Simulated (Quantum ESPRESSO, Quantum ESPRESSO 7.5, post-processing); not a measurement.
# Si(111), F on both faces, 5 bilayers against a metal electrode, stepped through the charge of the slab

What law, if any, do the results for Si(111), F on both faces, 5 bilayers against a metal electrode follow against the charge of the slab?

Method: plane-wave DFT, PBE, GBRV ultrasoft pseudopotentials, in Quantum ESPRESSO 7.5.

This is a report of a sequence of runs, with most program output left out.

### 1. Starting point

Symmetry: Fd-3m, No. 227, cubic system. Conventional cell: a = 5.470 Å, b = 5.470 Å, c = 5.470 Å, α = 90.00°, β = 90.00°, γ = 90.00°. Si has 4 Si at 2.37 Å nearest.

As a file:

```cif
data_structure
_symmetry_space_group_name_H-M 'Fd-3m:1'
_symmetry_Int_Tables_number 227
_cell_length_a 5.4700
_cell_length_b 5.4700
_cell_length_c 5.4700
_cell_angle_alpha 90.000
_cell_angle_beta 90.000
_cell_angle_gamma 90.000
_cell_volume 163.67
loop_
_atom_site_label
_atom_site_type_symbol
_atom_site_symmetry_multiplicity
_atom_site_Wyckoff_symbol
_atom_site_fract_x
_atom_site_fract_y
_atom_site_fract_z
_atom_site_occupancy
Si1 Si 8 a 0.00000 0.00000 0.00000 1
```

Set-up: The slab is relaxed neutral, then held. ESM with bc3: vacuum below and a metal electrode about 6 Å above the top atoms. Fermi-Dirac smearing of 0.004 Ry and a dense mesh. Charges are set per cell from the starting area. The slabs take the lattice constants of the bulk relaxed by the same program.

Members 2, 3, 4.5, 6, 7 and 8 took the same steps and show in the table alone.

### 2. Variable-cell relaxation of the reference

The bulk crystal is relaxed in cell and atoms; the members are built on its lattice constants.

The input, ref.vc.in:

```
&control
  prefix = 'ref.vc'
  outdir = './out'
  pseudo_dir = './pseudo'
  nstep = 40
  forc_conv_thr = 0.0003
  calculation = 'vc-relax'
/
&system
  ibrav = 0
  nat = 6
  ntyp = 1
  ecutwfc = 50
  ecutrho = 250
  occupations = 'smearing'
  smearing = 'fd'
  degauss = 0.002
/
&electrons
  conv_thr = 1e-09
  mixing_beta = 0.4
  electron_maxstep = 120
/
&ions
/
&cell
  press_conv_thr = 0.3
/
ATOMIC_SPECIES
  Si  28.0850  si_pbe_v1.uspp.F.UPF
CELL_PARAMETERS angstrom
  3.86787409309041 0.00000000000000 0.00000000000000
  -1.93393704654521 3.34967722325600 0.00000000000000
  0.00000000000000 0.00000000000000 9.47431791740176
ATOMIC_POSITIONS crystal
  Si  0.000000000000 0.000000000000 0.000000000000
  Si  0.333333333333 0.666666666667 0.083333333333
  Si  0.333333333333 0.666666666667 0.333333333333
  Si  0.666666666667 0.333333333333 0.416666666667
  Si  0.666666666667 0.333333333333 0.666666666667
  Si  0.000000000000 0.000000000000 0.750000000000
K_POINTS automatic
  7 7 3 0 0 0
```

Run with:

```console
> OMP_NUM_THREADS=1 mpirun -n 8 pw.x -nk 8 -in ref.vc.in > ref.vc.out
```

Run time: 32 s. Hardware: 8 MPI ranks of Arm Neoverse V1, shared host; peak memory 0.81 GiB; 4.2 min of CPU time.

Little changed from the start: no atom moved by 0.005 Å and no cell edge by 0.1 %.

 The last row is no step: it is a fresh SCF in the final cell with a new plane-wave basis, +0 meV from the row before.

Numbers from this step:

```
free energy  : -783.4084 eV
Fermi energy : 6.335 eV
```

### 3. Relaxation with pw.x of the reference

What the set-up leaves free in this member is relaxed.

System of this step: Si(111), F on both faces, 5 bilayers. The cell holds 12 atoms: 2 F and 10 Si. Cell: a = 3.867 Å, b = 3.867 Å, c = 31.755 Å, α = 90.0°, β = 90.0°, γ = 120.0°. It derives from Si. Vacuum lies along c.

The input, ref.relax.in:

```
&control
  prefix = 'ref.relax'
  outdir = './out'
  pseudo_dir = './pseudo'
  nstep = 40
  forc_conv_thr = 0.001
  calculation = 'relax'
/
&system
  ibrav = 0
  nat = 12
  ntyp = 2
  ecutwfc = 40
  ecutrho = 200
  occupations = 'smearing'
  smearing = 'fd'
  degauss = 0.004
/
&electrons
  conv_thr = 1e-08
  mixing_beta = 0.4
  electron_maxstep = 120
  mixing_mode = 'local-TF'
/
&ions
/
ATOMIC_SPECIES
  F   18.9984  f_pbe_v1.4.uspp.F.UPF
  Si  28.0850  si_pbe_v1.uspp.F.UPF
CELL_PARAMETERS angstrom
  3.86699878700000 0.00000000000000 0.00000000000000
  -1.93349939350000 3.34891918620291 0.00000000000000
  0.00000000000000 0.00000000000000 31.75482431705379
ATOMIC_POSITIONS crystal
  F   0.000000000000 0.000000000000 0.235983000087
  Si  0.000000000000 0.000000000000 0.288843192107
  Si  0.333333333300 0.666666666700 0.313685169506
  Si  0.333333333300 0.666666666700 0.388211101704
  Si  0.666666666700 0.333333333300 0.413053079103
  Si  0.666666666700 0.333333333300 0.487579011300
  Si  0.000000000000 0.000000000000 0.512420988700
  Si  0.000000000000 0.000000000000 0.586946920897
  Si  0.333333333300 0.666666666700 0.611788898296
  Si  0.333333333300 0.666666666700 0.686314830494
  Si  0.666666666700 0.333333333300 0.711156807893
  F   0.666666666700 0.333333333300 0.764016999913
K_POINTS automatic
  12 12 1 0 0 0
```

Run with:

```console
> OMP_NUM_THREADS=1 mpirun -n 8 pw.x -nk 8 -in ref.relax.in > ref.relax.out
```

The job ended after 13 min (8 MPI ranks; peak memory 1.7 GiB; 1.8 h of CPU time).

The steps of the relaxation:

```
step  energy less that of the first step (eV)  largest force (eV/Å)
   1                                   0.0000                1.4679
   2                                  -0.0739                0.3277
   3                                  -0.0811                0.2001
   4                                  -0.0867                0.1280
   5                                  -0.0903                0.0821
   6                                  -0.0911                0.0862
   7                                  -0.0918                0.0648
   8                                  -0.0924                0.0428
   9                                  -0.0925                0.0412
  10                                  -0.0927                0.0309
  11                                  -0.0928                0.0310
  12                                  -0.0930                0.0451
  13                                  -0.0933                0.0511
  14                                  -0.0936                0.0486
  15                                  -0.0940                0.0366
  16                                  -0.0943                0.0180
```

The atoms that moved most (Å):

```
atom     dx     dy      dz  length
 F12  0.000  0.000  -0.087   0.087
  F1  0.000  0.000   0.087   0.087
Si11  0.000  0.000  -0.034   0.034
 Si2  0.000  0.000   0.034   0.034
```

The relaxation lowers the energy by 8 meV an atom.

Read from the output:

* free energy: -2631.2488 eV
* Fermi energy: 0.4362 eV

### 4. SCF with pw.x, 0 ×10¹³ e/cm²

A run under open boundaries on these atoms gives the vacuum levels.

The input, m2.esm.in:

```
&control
  prefix = 'm2.esm'
  outdir = './out'
  pseudo_dir = './pseudo'
  calculation = 'scf'
  tprnfor = .true.
/
&system
  ibrav = 0
  nat = 12
  ntyp = 2
  ecutwfc = 40
  ecutrho = 200
  occupations = 'smearing'
  smearing = 'fd'
  degauss = 0.004
  assume_isolated = 'esm'
  esm_bc = 'bc3'
  tot_charge = 0.0
/
&electrons
  conv_thr = 1e-08
  mixing_beta = 0.4
  electron_maxstep = 120
  mixing_mode = 'plain'
/
ATOMIC_SPECIES
  F   18.9984  f_pbe_v1.4.uspp.F.UPF
  Si  28.0850  si_pbe_v1.uspp.F.UPF
CELL_PARAMETERS angstrom
  3.86699878700000 0.00000000000000 0.00000000000000
  -1.93349939350000 3.34891918620291 0.00000000000000
  0.00000000000000 0.00000000000000 31.75482431705379
ATOMIC_POSITIONS crystal
  F   0.000000000000 0.000000000000 -0.214031715519
  Si  0.000000000000 0.000000000000 -0.162861032719
  Si  0.333333333300 0.666666666700 -0.139085899519
  Si  0.333333333300 0.666666666700 -0.064451253419
  Si  0.666666666700 0.333333333300 -0.039684691019
  Si  0.666666666700 0.333333333300 0.034799551581
  Si  0.000000000000 0.000000000000 0.059674282381
  Si  0.000000000000 0.000000000000 0.134158524981
  Si  0.333333333300 0.666666666700 0.158925087381
  Si  0.333333333300 0.666666666700 0.233559733481
  Si  0.666666666700 0.333333333300 0.257334866681
  F   0.666666666700 0.333333333300 0.308505549481
K_POINTS automatic
  24 24 1 0 0 0
```

Run with:

```console
> OMP_NUM_THREADS=1 mpirun -n 8 pw.x -nk 8 -in m2.esm.in > m2.esm.out
```

Run time: 6.9 min. Hardware: 8 MPI ranks; peak memory 1.8 GiB; 55 min of CPU time.

This step gave:

```
Fermi energy                                                   : -6.295 eV
vacuum line at the lower end of the cell, over the Fermi level : 6.294 eV
slope of the potential above                                   : 1.17e-5 eV/Å
vacuum line at the upper end of the cell, over the Fermi level : 6.295 eV
```

The potential energy, planar mean oscillates, so the rows of the table below give means over windows of 3.09 Å about each position, cut where the curve ends. Its maxima inside the range that stand out by 2 % of the span (Å: eV): -6.3: 1.58, -3.2: 1.66, -0.1: 1.67, 3.1: 1.69, 6.3: 1.65, 9.3: 1.61. Its minima: -6.7: -0.597, -4.8: -11.5, -1.6: -11.4, 1.5: -11.3, 4.6: -11.4, 7.8: -11.5, 9.7: -0.565.

Electrostatic potential energy of an electron; zero at the Fermi level. Potential energy, planar mean against z; means over each step:

z (Å), potential energy, planar mean (eV) and a bar from the least value:
```
   -14.34        6.3 ##############################
   -11.25        6.3 ##############################
    -8.16        5.0 ###########################
    -5.07       -5.1 
    -1.98       -5.1 
     1.11       -5.0 
     4.20       -5.0 
     7.29       -5.0 
    10.38        3.6 #######################
    13.47        6.3 ##############################
```

Inside the slab this potential holds the local part of the pseudopotentials, which can be repulsive at the nuclei; only its value in the vacuum has a meaning of its own.

### 5. Self-consistent run, 1 ×10¹³ e/cm²

m3.esm.in is the input of step 4 with these lines changed:

```diff
@@ -1,3 +1,3 @@
 &control
-  prefix = 'm2.esm'
+  prefix = 'm3.esm'
   outdir = './out'
@@ -18,3 +18,3 @@
   esm_bc = 'bc3'
-  tot_charge = 0.0
+  tot_charge = 0.01296
 /
@@ -25,2 +25,3 @@
   mixing_mode = 'plain'
+  startingpot = 'file'
 /
```

Run with:

```console
> cp -r out/m2.esm.save out/m3.esm.save
> OMP_NUM_THREADS=1 mpirun -n 8 pw.x -nk 8 -in m3.esm.in > m3.esm.out
```

Run time: 11 min. Hardware: 8 MPI ranks; peak memory 1.8 GiB.

This step gave:

| Property | Result |
| --- | --- |
| Fermi energy | -7.830 eV |
| vacuum line at the lower end of the cell, over the Fermi level | 6.607 eV |
| slope of the potential above | 0.1806 eV/Å |
| vacuum line at the upper end of the cell, over the Fermi level | 7.829 eV |

Inside the slab this potential holds the local part of the pseudopotentials, which can be repulsive at the nuclei; only its value in the vacuum has a meaning of its own.

### 6. SCF with pw.x, -1.5 ×10¹³ e/cm²

m1.esm.in is the input of step 5 with these lines changed:

```diff
@@ -1,3 +1,3 @@
 &control
-  prefix = 'm3.esm'
+  prefix = 'm1.esm'
   outdir = './out'
@@ -18,3 +18,3 @@
   esm_bc = 'bc3'
-  tot_charge = 0.01296
+  tot_charge = -0.01943
 /
```

Run with:

```console
> cp -r out/m2.esm.save out/m1.esm.save
> OMP_NUM_THREADS=1 mpirun -n 8 pw.x -nk 8 -in m1.esm.in > m1.esm.out
```

Wall time 9.2 min (8 MPI ranks); peak memory 1.8 GiB; 74 min of CPU time.

This step gave:

- Fermi energy: -4.117 eV
- vacuum line at the lower end of the cell, over the Fermi level: 5.964 eV
- slope of the potential above: -0.2708 eV/Å
- vacuum line at the upper end of the cell, over the Fermi level: 4.118 eV

Inside the slab this potential holds the local part of the pseudopotentials, which can be repulsive at the nuclei; only its value in the vacuum has a meaning of its own.

### 7. Ground state, -3 ×10¹³ e/cm²

m0.esm.in is the input of step 6 with these lines changed:

```diff
@@ -1,3 +1,3 @@
 &control
-  prefix = 'm1.esm'
+  prefix = 'm0.esm'
   outdir = './out'
@@ -18,3 +18,3 @@
   esm_bc = 'bc3'
-  tot_charge = -0.01943
+  tot_charge = -0.03887
 /
```

Run with:

```console
> cp -r out/m1.esm.save out/m0.esm.save
> OMP_NUM_THREADS=1 mpirun -n 8 pw.x -nk 8 -in m0.esm.in > m0.esm.out
```

The job ended after 10 min (8 MPI ranks; peak memory 1.8 GiB).

Numbers from this step:

| Item | Value |
| --- | --- |
| Fermi energy | -2.277 eV |
| vacuum line at the lower end of the cell, over the Fermi level | 5.943 eV |
| slope of the potential above | -0.5417 eV/Å |
| vacuum line at the upper end of the cell, over the Fermi level | 2.279 eV |

Inside the slab this potential holds the local part of the pseudopotentials, which can be repulsive at the nuclei; only its value in the vacuum has a meaning of its own.

### 8. The series side by side

The series in one table:

```
the charge of the slab (positive: electrons removed)  electrode's level over the Fermi level (eV)  far face's level over the Fermi level (eV)  field in the gap (eV/Å)
                                      -3 ×10¹³ e/cm²                                        2.279                                       5.943                  -0.5417
                                    -1.5 ×10¹³ e/cm²                                        4.118                                       5.964                  -0.2708
                                       0 ×10¹³ e/cm²                                        6.295                                       6.294                1.174e-05
                                       1 ×10¹³ e/cm²                                        7.829                                       6.607                   0.1806
                                       2 ×10¹³ e/cm²                                        9.054                                       6.636                   0.3611
                                       3 ×10¹³ e/cm²                                        10.26                                       6.652                   0.5417
                                     4.5 ×10¹³ e/cm²                                        12.05                                       6.669                   0.8124
                                       6 ×10¹³ e/cm²                                        13.83                                       6.683                    1.083
                                       7 ×10¹³ e/cm²                                        15.01                                       6.693                    1.264
                                       8 ×10¹³ e/cm²                                         16.2                                       6.696                    1.445
```

### 9. Worked from the printed numbers

Last interval: C = Δσ/ΔV = 0.00100 e/Å² / 1.183 V × 1602 = 1.36 µF/cm².

### 10. Summary of results

```yaml
mean_capacitance_at_positive_charge: 1.30 μF/cm²
effective_gap_eps_0_c: 6.82 Å
top_atoms_to_electrode: 6.08 Å
```

The series holds 10 members; mean capacitance at positive charge: 1.30 μF/cm²; effective gap ε₀/C: 6.82 Å; top atoms to electrode: 6.08 Å (PBE, GBRV ultrasoft). Interval by interval C lies between 1.05 and 1.36 µF/cm², least between 0 and 1×10¹³ e/cm², where the slab has few states at the Fermi level. The far face's level moves by 0.75 eV over the series, so the slab's own states take part of the voltage. Vacuum fills the gap; ions don't answer the charge; added electrons can spill towards the electrode at the most negative charges.

[Logs are printed without paths, hosts, clocks, repeated set-up lines and the standing remarks that a program may print on its own settings, such as how far it seeks lower states.]

[Hosts, paths, dates, database ids (printed as entryN), source tags and the programs' standing remarks are cut or masked in the printed files.]

[Maps of the electrostatic potential energy from Ansatz leave out the sawtooth potential of an applied field or a dipole correction, so their vacuum need not be flat; planar profiles and work functions include it.]
